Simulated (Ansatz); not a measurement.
# What SiPb2 (model cell, started as cuprite) distorts into

Wanted: the energy along a soft mode of SiPb2 (model cell, started as cuprite) and the structure at the end.

Program: Ansatz 0.2.0. Level of theory: DFT PBE, scalar-relativistic, plane waves, PAW. Results are calculated unless marked as measured.

Report form: the programs' logs are mostly left out.

The structure was built from a prototype and need not be the compound's stable phase.

### Step 1. The starting structure

Symmetry: Pn-3m, No. 224, cubic system. Conventional cell: a = 6.148 Å, b = 6.148 Å, c = 6.148 Å, α = 90.00°, β = 90.00°, γ = 90.00°. Nearest to Si lie 4 Pb at 2.66 Å. Pb has 2 Si at 2.66 Å nearest. Farther neighbours are not listed.

### Step 2. The dispersion

The cell comes from relaxations at this level that are not shown. Stability and thermal properties need the whole zone. Linear response on a 2×2×2 q mesh gives force constants as far as a supercell of that size would.

Contents of input.yaml:

```yaml
crystal:
  lattice:
    - [6.1481006399, 0.0, 0.0]
    - [0.0, 6.1481006399, 0.0]
    - [0.0, 0.0, 6.1481006399]
  atoms:
    - { symbol: Si, position: [0.0, 0.0, 0.0] }
    - { symbol: Si, position: [0.5, 0.5, 0.5] }
    - { symbol: Pb, position: [0.25, 0.25, 0.25] }
    - { symbol: Pb, position: [0.75, 0.75, 0.25] }
    - { symbol: Pb, position: [0.75, 0.25, 0.75] }
    - { symbol: Pb, position: [0.25, 0.75, 0.75] }
kpoints:
  mp_grid: { grid: [6, 6, 6] }
hamiltonian:
  xc: pbe
scf:
  occupations: { method: methfessel_paxton, width: 0.2 }
output:
  eigenvalues: true
phonons:
  method: dfpt
  qmesh: [2, 2, 2]
  temperatures: { t_max: 1000, t_step: 50 }
  qpath:
    path:
      - [[0.0, 0.0, 0.0], [0.0, 0.5, 0.0], [0.5, 0.5, 0.0], [0.0, 0.0, 0.0], [0.5, 0.5, 0.5], [0.0, 0.5, 0.0]]
      - [[0.5, 0.5, 0.5], [0.5, 0.5, 0.0]]
    npoints: 10
```

The run is started by

```
$ ansatz run input.yaml --threads 8 --pin off --max-ram 14336MiB --backend cpu --events-out ev --progress --plain --runs-dir out
```

It took 4.6 min on 8 threads of Arm Neoverse N1, shared host; peak memory 3.1 GiB; 35 min of CPU time.

Numbers from this step:

```yaml
volume_per_atom: 38.73 Å³
gap_on_the_k_mesh: 0 eV
sum_rule_residual_before_enforcement: 1.08e-5 eV/Å²
lowest_frequency_on_the_path: -67.89 cm⁻¹
point_group: m-3m
highest_frequency_on_the_path_or_at_a_solved_wavevector: 262.3 cm⁻¹
highest_optical_mode_at_the_zone_centre_no_lo_to_term: 247.6 cm⁻¹
lowest_optical_zone_centre_mode: -57.62 cm⁻¹
lowest_mode_on_the_q_mesh_acoustic_modes_at_gamma_apart: -67.89 cm⁻¹
```

Frequencies (cm⁻¹) solved at each irreducible wavevector; negative means imaginary. Frequencies by wavevector, by row:

| q in reciprocal lattice units | star | mode 1 | mode 2 | mode 3 | mode 4 | mode 16 | mode 17 | mode 18 |
| --- | --- | --- | --- | --- | --- | --- | --- | --- |
| 0 0 0 | 1 | -57.6 | -57.6 | -57.6 | -47.1 | 247.6 | 247.6 | 247.6 |
| 0 0 -0.5 | 3 | -56.8 | -56.8 | -51.3 | -51.3 | 233.2 | 260.6 | 260.6 |
| 0 -0.5 -0.5 | 3 | -56.7 | -56.7 | -51.5 | -51.5 | 224.8 | 257.2 | 257.2 |
| -0.5 -0.5 -0.5 | 1 | -67.9 | -67.9 | -67.9 | -38.8 | 247.2 | 247.2 | 247.2 |

Interpolated from a 2×2×2 q mesh. Phonon branches along the path, in cm⁻¹:

| point | branch 1 | branch 2 | branch 3 | branch 4 | branch 15 | branch 16 | branch 17 | branch 18 |
| --- | --- | --- | --- | --- | --- | --- | --- | --- |
| Γ | -58 | -58 | -58 | -47 | 195 | 248 | 248 | 248 |
| halfway | -54 | -54 | -52 | -51 | 211 | 245 | 255 | 255 |
| X | -57 | -57 | -51 | -51 | 233 | 233 | 260 | 260 |
| halfway | -57 | -57 | -51 | -51 | 226 | 226 | 260 | 260 |
| M | -57 | -57 | -52 | -52 | 225 | 225 | 257 | 257 |
| halfway | -55 | -54 | -54 | -50 | 205 | 244 | 254 | 260 |
| Γ | -58 | -58 | -58 | -47 | 195 | 248 | 248 | 248 |
| halfway | -60 | -60 | -48 | -48 | 194 | 252 | 254 | 254 |
| R | -68 | -68 | -68 | -39 | 210 | 247 | 247 | 247 |
| halfway | -65 | -60 | -49 | -49 | 208 | 242 | 253 | 260 |
| X | -57 | -57 | -51 | -51 | 233 | 233 | 260 | 260 |
| jump to R | -68 | -68 | -68 | -39 | 210 | 247 | 247 | 247 |
| halfway | -65 | -65 | -58 | -44 | 213 | 240 | 254 | 254 |
| M | -57 | -57 | -52 | -52 | 225 | 225 | 257 | 257 |

Symmetry leaves 4 wavevectors to solve. The lowest mode among them, the acoustic zeros apart, lies at q = (-0.5, -0.5, -0.5) and is imaginary, 67.9i cm⁻¹, so the energy falls along it.

### Step 3. The mode frozen in, largest atomic shift 0 Å

The mode followed lies at q = (-0.5, -0.5, -0.5) with frequency 67.9i cm⁻¹ and is 3-fold degenerate, the softest among the wavevectors solved. At small amplitude the distorted cell has space group no. 141 by a symmetry search on the positions. The undistorted cell that holds it gives the zero of energy on the same k mesh.

System of this step: SiPb2 (model cell, started as cuprite). Symmetry: Pn-3m, No. 224, cubic system. Conventional cell: a = 6.148 Å, b = 6.148 Å, c = 6.148 Å, α = 90.00°, β = 90.00°, γ = 90.00°. Nearest to Si lie 4 Pb at 2.66 Å. Nearest to Pb lie 2 Si at 2.66 Å. Farther neighbours are not listed.

Contents of input.yaml:

```yaml
crystal:
  lattice:
    - [6.1481006399, 6.1481006399, 0.0]
    - [6.1481006399, 0.0, 6.1481006399]
    - [6.1481006399, 0.0, -6.1481006399]
  atoms:
    - { symbol: Si, position: [0.0, 1.0, 1.0] }
    - { symbol: Si, position: [0.0, 0.5, 0.5] }
    - { symbol: Si, position: [0.5, 0.25, 0.75] }
    - { symbol: Si, position: [0.5, 0.75, 0.25] }
    - { symbol: Pb, position: [0.25, 0.125, 0.875] }
    - { symbol: Pb, position: [0.25, 0.625, 0.375] }
    - { symbol: Pb, position: [0.75, 0.125, 0.875] }
    - { symbol: Pb, position: [0.75, 0.625, 0.375] }
    - { symbol: Pb, position: [0.25, 0.625, 0.875] }
    - { symbol: Pb, position: [0.25, 0.125, 0.375] }
    - { symbol: Pb, position: [0.75, 0.125, 0.375] }
    - { symbol: Pb, position: [0.75, 0.625, 0.875] }
kpoints:
  mp_grid: { grid: [6, 6, 6] }
hamiltonian:
  xc: pbe
scf:
  occupations: { method: methfessel_paxton, width: 0.2 }
output:
  forces: true
  stress: true
  eigenvalues: true
```

Wall time 6.8 s (8 threads); peak memory 1.9 GiB; 51 s of CPU time.

Numbers from this step:

```
pressure                         : 0.03867 GPa
energy from the undistorted cell : 0 meV/atom
```

The run ends at a pressure of 0.04 GPa.

### Step 4. The mode frozen in, largest atomic shift 0.6 Å

The atoms are moved along the unstable eigenvector, the largest shift by 0.6 Å, with the cell fixed.

Contents of input.yaml:

```yaml
crystal:
  lattice:
    - [6.1481006399, 6.1481006399, 0.0]
    - [6.1481006399, 0.0, 6.1481006399]
    - [6.1481006399, 0.0, -6.1481006399]
  atoms:
    - { symbol: Si, position: [0.0975911156, 0.9512044422, 0.9512044422] }
    - { symbol: Si, position: [-0.0975911156, 0.5487955578, 0.5487955578] }
    - { symbol: Si, position: [0.5975911156, 0.2012044422, 0.7012044422] }
    - { symbol: Si, position: [0.4024088844, 0.7987955578, 0.2987955578] }
    - { symbol: Pb, position: [0.231595738, 0.1774563528, 0.884202131] }
    - { symbol: Pb, position: [0.268404262, 0.5725436472, 0.365797869] }
    - { symbol: Pb, position: [0.731595738, 0.134202131, 0.9274563528] }
    - { symbol: Pb, position: [0.768404262, 0.615797869, 0.3225436472] }
    - { symbol: Pb, position: [0.231595738, 0.5909479091, 0.884202131] }
    - { symbol: Pb, position: [0.268404262, 0.1590520909, 0.365797869] }
    - { symbol: Pb, position: [0.731595738, 0.134202131, 0.3409479091] }
    - { symbol: Pb, position: [0.768404262, 0.615797869, 0.9090520909] }
kpoints:
  mp_grid: { grid: [6, 6, 6] }
hamiltonian:
  xc: pbe
scf:
  occupations: { method: methfessel_paxton, width: 0.2 }
output:
  forces: true
  stress: true
  eigenvalues: true
```

Wall time 14 s (8 threads); peak memory 2.2 GiB.

This step gave:

```yaml
pressure: -1.900 GPa
energy_from_the_undistorted_cell: -133.5 meV/atom
```

The energy, extrapolated to zero smearing, is -133.49 meV/atom against the undistorted cell.

The run ends at a pressure of -1.90 GPa, with forces up to 0.61 eV/Å.

### Step 5. Energy along the mode, all amplitudes (two of the runs are shown above)

An imaginary frequency means negative curvature, so the energy should fall and then rise again as anharmonic terms take over.

This step gave:

* depth at the lowest point sampled: 133.5 meV/atom
* largest atomic shift at that point: 0.6 Å

Energy from the parent against largest atomic shift:

| largest atomic shift (Å) | energy from the parent (meV/atom) |
| --- | --- |
| 0.000 | 0 |
| 0.040 | -0.793 |
| 0.080 | -3.16 |
| 0.140 | -9.72 |
| 0.220 | -24.9 |
| 0.320 | -53.8 |
| 0.450 | -96.0 |
| 0.600 | -133 |

Displacement at unit largest shift by atom:

| atom | x (Å) | y (Å) | z (Å) | size |
| --- | --- | --- | --- | --- |
| Si1 | 0.00 | 1.00 | 0.00 | 1.00 |
| Si2 | 0.00 | -1.00 | 0.00 | 1.00 |
| Si3 | 0.00 | 1.00 | 0.00 | 1.00 |
| Si4 | 0.00 | -1.00 | 0.00 | 1.00 |
| Pb5 | 0.44 | -0.19 | 0.44 | 0.65 |
| Pb6 | -0.44 | 0.19 | -0.44 | 0.65 |
| Pb7 | 0.44 | -0.19 | -0.44 | 0.65 |
| Pb8 | -0.44 | 0.19 | 0.44 | 0.65 |
| Pb9 | -0.44 | -0.19 | -0.44 | 0.65 |
| Pb10 | 0.44 | 0.19 | 0.44 | 0.65 |
| Pb11 | -0.44 | -0.19 | 0.44 | 0.65 |
| Pb12 | 0.44 | 0.19 | -0.44 | 0.65 |

The lowest of the steps tried is the last one, at 0.6 Å, 133 meV/atom below the parent; the bottom of the well need not coincide with a step.

### Step 6. Relaxing from the distorted cell

Starting from the lowest point found, all atoms and the cell are let go, so that strain and other modes of the same symmetry can join in.

input.yaml: that of step 4 with these lines changed.

```diff
@@ -28 +28,6 @@
   eigenvalues: true
+relax:
+  adjacent_minimum: "off"
+  f_tol: 0.002
+  max_steps: 120
+  cell: { stress_tol: 0.03 }
```

It took 5.1 min on 8 threads; peak memory 2.4 GiB.

Step by step:

| step | energy less that of the first step (eV) | largest force component (eV/Å) | pressure (GPa) | volume (Å³) |
| --- | --- | --- | --- | --- |
| 1 | 0.0000 | 0.4152 | -1.90 | 464.79 |
| 2 | -0.9799 | 0.1366 | -0.02 | 427.84 |
| 3 | -1.3065 | 0.2267 | 0.79 | 420.80 |
| 4 | -1.4299 | 0.1815 | -0.33 | 422.56 |
| 5 | -1.5250 | 0.2100 | -0.11 | 414.14 |
| 6 | -1.6978 | 0.3575 | 0.06 | 400.06 |
| 7 | -2.0955 | 0.7359 | 0.21 | 386.88 |
| 8 | -2.8469 | 1.0464 | 0.57 | 375.09 |
| 9 | -3.4181 | 0.0835 | 1.84 | 365.09 |
| 10 | -3.4942 | 0.5051 | -0.89 | 393.02 |
| 11 | -3.6602 | 0.1252 | 0.06 | 380.84 |
| 12 | -3.6694 | 0.0172 | -0.13 | 382.58 |
| 13 | -3.6727 | 0.0044 | -0.02 | 381.60 |
| 14 | -3.6728 | 0.0101 | 0.02 | 381.20 |
| 15 | -3.6728 | 0.0007 | 0.00 | 381.38 |
| 16* | -3.6789 | 0.0007 | 0.02 | 381.38 |
| 17 | -3.6790 | 0.0002 | 0.00 | 381.60 |
| 18* | -3.6790 | 0.0002 | 0.00 | 381.60 |

Relaxation steps marked * repeat the geometry before them on a plane-wave basis chosen anew for their cell, so energy and pressure can jump there.

The run keeps the 16 symmetry operations that it works with, so distortions that break them were not tested.

| cell as run | before | after | change |
| --- | --- | --- | --- |
| a (Å) | 8.695 | 7.954 | -8.5 % |
| b (Å) | 8.695 | 9.616 | +10.6 % |
| c (Å) | 8.695 | 9.616 | +10.6 % |
| β (°) | 60.00 | 52.81 | -12.0 % |
| γ (°) | 60.00 | 52.81 | -12.0 % |
| volume (Å³/atom) | 38.73 | 31.80 | -17.9 % |

The atoms that moved most (Å, as changes of fractional coordinates times the final cell):

| atom | dx | dy | dz | length |
| --- | --- | --- | --- | --- |
| Si1 | 0.000 | 0.492 | 0.000 | 0.492 |
| Si2 | 0.000 | -0.492 | 0.000 | 0.492 |
| Si4 | 0.000 | -0.492 | 0.000 | 0.492 |
| Si3 | 0.000 | 0.492 | 0.000 | 0.492 |
| Pb6 | -0.032 | 0.071 | -0.032 | 0.085 |
| Pb10 | 0.032 | 0.071 | 0.032 | 0.085 |
| Pb11 | -0.032 | -0.071 | 0.032 | 0.085 |
| Pb12 | 0.032 | 0.071 | -0.032 | 0.085 |

Final coordinates:

```xyz
12
Lattice="6.7995 4.1269 0.0000 6.7995 0.0000 6.7995 6.7995 0.0000 -6.7995" Properties=species:S:1:pos:R:3 pbc="T T T"
Si   13.5990    0.8948    0.0000
Si    6.7995   -0.8948    0.0000
Si   10.1993    2.9583   -3.3998
Si   10.1993    1.1686    3.3998
Pb    8.8257    0.8845   -4.7733
Pb    8.1731    1.1789    1.3736
Pb   12.2254    2.9480   -5.4259
Pb   11.5728    3.2424    2.0262
Pb   11.5728    0.8845   -2.0262
Pb    5.4259    1.1789   -1.3736
Pb    8.1731    2.9480   -1.3736
Pb   15.6252    3.2424   -2.0262
```

This step gave:

| Property | Result |
| --- | --- |
| pressure | 0.003502 GPa |
| volume per atom | 31.80 Å³ |

The distorted start has space group I4_1/amd; the relaxation ends in I4_1/amd.

### Step 7. What came out

- unstable mode of the parent: q = (-0.5, -0.5, -0.5), 68i cm⁻¹
- depth at the lowest point sampled: 133 meV/atom
- largest atomic shift at that point: 0.6 Å
- space group reached (within 0.01 Å): I4_1/amd
- energy gained over the parent (first relaxation, on the mesh of the frozen mode): 440 meV/atom
- volume per atom, phase reached: 31.8 Å³

Along this mode the structure falls into I4_1/amd, 440 meV/atom below the parent. At the parent's cell the well is 133.5 meV/atom deep on the steps tried, with its lowest point at a shift of 0.6 Å. That is the last step tried, so the steps alone don't bracket the bottom of the well. Relaxing atoms and cell changes the gain by +306.25 meV/atom against the lowest step (energies at zero smearing). Most of the total comes from this relaxation. The modes of the phase reached were not computed on this path. Of the 6 patterns followed to their end from this parent, this one reaches the lowest energy. Each path keeps the symmetry of its pattern, so a lower phase may lie along a pattern not tried. With no gap, or one that is small against the smearing, the frequencies hang on the k mesh and the smearing, most of all near Kohn anomalies. The volume moved by more than a tenth on the k mesh of the start, so the energy gain is rough. Spin-orbit coupling is left out, which can matter for the heavy elements here. A phonon run warned that its eigensolver left some bands unconverged in a pass. The starting cell was built on a prototype and not taken from a measurement, so the phase need not exist.

[Logs are printed without paths, hosts, clocks, repeated set-up lines and the standing remarks that a program may print on its own settings, such as how far it seeks lower states.]

[Hosts, paths, dates, database ids (printed as entryN), source tags and the programs' standing remarks are cut or masked in the printed files.]
